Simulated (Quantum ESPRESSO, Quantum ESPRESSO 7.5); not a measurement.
**Work function and surface energy of Ir(111) against thickness**

Wanted: a thickness series of Ir(111), driven from Python.

Calculated with Quantum ESPRESSO 7.5; plane-wave DFT, PBE, GBRV ultrasoft pseudopotentials.

Experimental background.

For Ir (clean (111) face), “Anisotropic work function of elemental crystals” (2019, arxiv:1902.07811) quotes earlier work: work function (clean (111) face) 5.78 eV.

Report form: the programs' logs are mostly left out.

## 1. Starting point

The cell holds 8 atoms: 8 Ir. Cell: a = 2.715 Å, b = 2.715 Å, c = 30.519 Å, α = 90.0°, β = 90.0°, γ = 60.0°. It derives from Ir. Vacuum lies along c.

As a file:

```
CELL_PARAMETERS angstrom
2.71529 0.00000 0.00000
1.35765 2.35151 0.00000
0.00000 0.00000 30.51918
ATOMIC_POSITIONS crystal
Ir 0.66667 0.66667 0.24575
Ir 0.00000 0.00000 0.31839
Ir 0.33333 0.33333 0.39103
Ir 0.66667 0.66667 0.46368
Ir 0.00000 0.00000 0.53632
Ir 0.33333 0.33333 0.60897
Ir 0.66667 0.66667 0.68161
Ir 0.00000 0.00000 0.75425
```

## 2. The script

ASE writes the inputs, starts pw.x and reads the results. Under ESM bc1 the zero of energy of a symmetric slab is the vacuum, so the work function is minus the Fermi level.

run.py reads:

```python
import json
import numpy as np
from ase.build import fcc111
from ase.calculators.espresso import Espresso, EspressoProfile

profile = EspressoProfile(command='mpirun -n 4 pw.x -nk 4', pseudo_dir='../pseudo')
pseudopotentials = {'Ir': 'ir_pbe_v1.2.uspp.F.UPF'}
system = {'ecutwfc': 40, 'ecutrho': 200, 'occupations': 'smearing', 'smearing': 'mv', 'degauss': 0.02}


def calculator(name, kpts, **extra):
    data = dict(control=dict(tprnfor=True, verbosity='high', disk_io='none'),
                system=system | extra,
                electrons=dict(conv_thr=1e-07, mixing_beta=0.4, mixing_mode='local-TF',
                               electron_maxstep=100))
    return Espresso(profile=profile, directory=name, pseudopotentials=pseudopotentials, kpts=kpts, input_data=data)


def centre(atoms):
    z = atoms.positions[:, 2]
    atoms.positions[:, 2] -= (z.max() + z.min()) / 2  # ESM wants the slab about z = 0
    return atoms


rows = []
for n in [3, 4, 5, 6, 7, 8]:
    slab = centre(fcc111('Ir', size=(1, 1, n), a=3.84, vacuum=7.5, periodic=True))
    slab.set_initial_magnetic_moments([0.0] * n)
    slab.calc = calculator(f'n{n}', (12, 12, 1), assume_isolated='esm', esm_bc='bc1')
    energy = slab.get_potential_energy()
    work = -slab.calc.get_fermi_level()
    force = slab.get_forces()[-1, 2]
    rows.append([n, energy, work, force])
    print(f'{n} layers: E = {energy:.5f} eV, work function {work:.3f} eV, force on the top atom {force:+.3f} eV/A')

n, energy = np.array(rows)[:, :2].T
slope, offset = np.polyfit(n[1:], energy[1:], 1)
area = np.linalg.norm(np.cross(*slab.cell[:2]))
gamma = offset / (2 * area) * 16.0218
print(f'bulk energy from the slope {slope:.5f} eV an atom; unrelaxed surface energy {gamma:.3f} J/m^2')
json.dump(dict(rows=rows, slope=slope, gamma=gamma), open('result.json', 'w'))
```

Launch:

```bash
> OMP_NUM_THREADS=1 python run.py
```

Run time: 7.4 min. Hardware: 4 MPI ranks of Arm Neoverse V2, shared host; peak memory 0.82 GiB; 29 min of CPU time.

Numbers from this step:

| Property | Result |
| --- | --- |
| surface energy | 2.224 J/m² |
| work function of the thickest slab | 5.498 eV |

The work function by layers:

| layers | work function (eV) |
| --- | --- |
| 3.00 | 5.36 |
| 4.00 | 5.51 |
| 5.00 | 5.52 |
| 6.00 | 5.51 |
| 7.00 | 5.51 |
| 8.00 | 5.50 |

The force on the top atom along the normal by layers:

| layers | force on the top atom along the normal (eV/Å) |
| --- | --- |
| 3.00 | -0.349 |
| 4.00 | -0.153 |
| 5.00 | -0.134 |
| 6.00 | -0.135 |
| 7.00 | -0.185 |
| 8.00 | -0.146 |

The energy less the bulk line's slope by layers:

| layers | energy less the bulk line's slope (meV) |
| --- | --- |
| 3.00 | 1849 |
| 4.00 | 1752 |
| 5.00 | 1795 |
| 6.00 | 1786 |
| 7.00 | 1764 |
| 8.00 | 1767 |

## 3. The script: LDA, GBRV ultrasoft

Level of this step: plane-wave DFT, LDA, GBRV ultrasoft pseudopotentials (Quantum ESPRESSO 7.5).

run.py, as its differences from the input of step 2:

```diff
@@ -6,3 +6,3 @@
 profile = EspressoProfile(command='mpirun -n 4 pw.x -nk 4', pseudo_dir='../pseudo')
-pseudopotentials = {'Ir': 'ir_pbe_v1.2.uspp.F.UPF'}
+pseudopotentials = {'Ir': 'ir_lda_v1.2.uspp.F.UPF'}
 system = {'ecutwfc': 40, 'ecutrho': 200, 'occupations': 'smearing', 'smearing': 'mv', 'degauss': 0.02}
```

Launch:

```bash
> OMP_NUM_THREADS=1 python run.py
```

Run time: 8.3 min. Hardware: 4 MPI ranks; peak memory 0.81 GiB.

This step gave:

| Property | Result |
| --- | --- |
| surface energy | 2.926 J/m² |
| work function of the thickest slab | 5.869 eV |

Table of work function by layers:

| layers | work function (eV) |
| --- | --- |
| 3.00 | 5.73 |
| 4.00 | 5.87 |
| 5.00 | 5.89 |
| 6.00 | 5.87 |
| 7.00 | 5.88 |
| 8.00 | 5.87 |

Force on the top atom along the normal against layers:

| layers | force on the top atom along the normal (eV/Å) |
| --- | --- |
| 3.00 | -1.06 |
| 4.00 | -0.839 |
| 5.00 | -0.826 |
| 6.00 | -0.829 |
| 7.00 | -0.875 |
| 8.00 | -0.845 |

The energy less the bulk line's slope by layers:

| layers | energy less the bulk line's slope (meV) |
| --- | --- |
| 3.00 | 2409 |
| 4.00 | 2310 |
| 5.00 | 2355 |
| 6.00 | 2345 |
| 7.00 | 2323 |
| 8.00 | 2326 |

## 4. The arithmetic

γ = (E_N − N e_bulk)/(2A). The excess of the thickest slab is 1.767 eV and A = 6.385 Å²: 1.767/(2 × 6.385) × 16.02 = 2.22 J/m² (1 eV/Å² = 16.02 J/m²); the fit's intercept gives 2.22.

## 5. Results

| Item | Value |
| --- | --- |
| work function of the thickest slab, PBE, GBRV ultrasoft | 5.50 eV |
| unrelaxed surface energy, PBE, GBRV ultrasoft | 2.22 J/m² |
| work function of the thickest slab, LDA, GBRV ultrasoft | 5.87 eV |
| unrelaxed surface energy, LDA, GBRV ultrasoft | 2.93 J/m² |

The thickest slab gives a work function of 5.50 eV and the series an unrelaxed surface energy of 2.22 J/m² (PBE, GBRV ultrasoft). The work function swings by 0.16 eV over 3 to 8 layers and by 0.01 eV over the last step; confined states crossing the Fermi level and the finite mesh both contribute. From 4 layers on it stays within 0.1 eV. The force on the top atom of the thickest slab points inwards (0.15 eV/Å). The slabs are cut from the bulk at the tabulated lattice constant and not relaxed; the surface energy comes from a straight line through the energies of all but the thinnest slab. Spin-orbit coupling is left out; depending on the atoms that carry the levels of interest, it can split and shift them by tenths of an eV to an eV or more.

Computed beside measured:

```
                             quantity  measured        PBE, GBRV        LDA, GBRV
work function (clean (111) face) (eV)      5.78  5.50 (-0.28 eV)  5.87 (+0.09 eV)
```

Measured values from arxiv:1902.07811 (2019).

How well it matches: The grades are ours: good and fair within 3 and 7 % for the work function. Other measurements of the same face can differ from the value quoted by 0.1 to 0.2 eV.

[Logs are printed without paths, hosts, clocks, repeated set-up lines and the standing remarks that a program may print on its own settings, such as how far it seeks lower states.]

[Hosts, paths, dates, database ids (printed as entryN), source tags and the programs' standing remarks are cut or masked in the printed files.]

[Maps of the electrostatic potential energy from Ansatz leave out the sawtooth potential of an applied field or a dipole correction, so their vacuum need not be flat; planar profiles and work functions include it.]
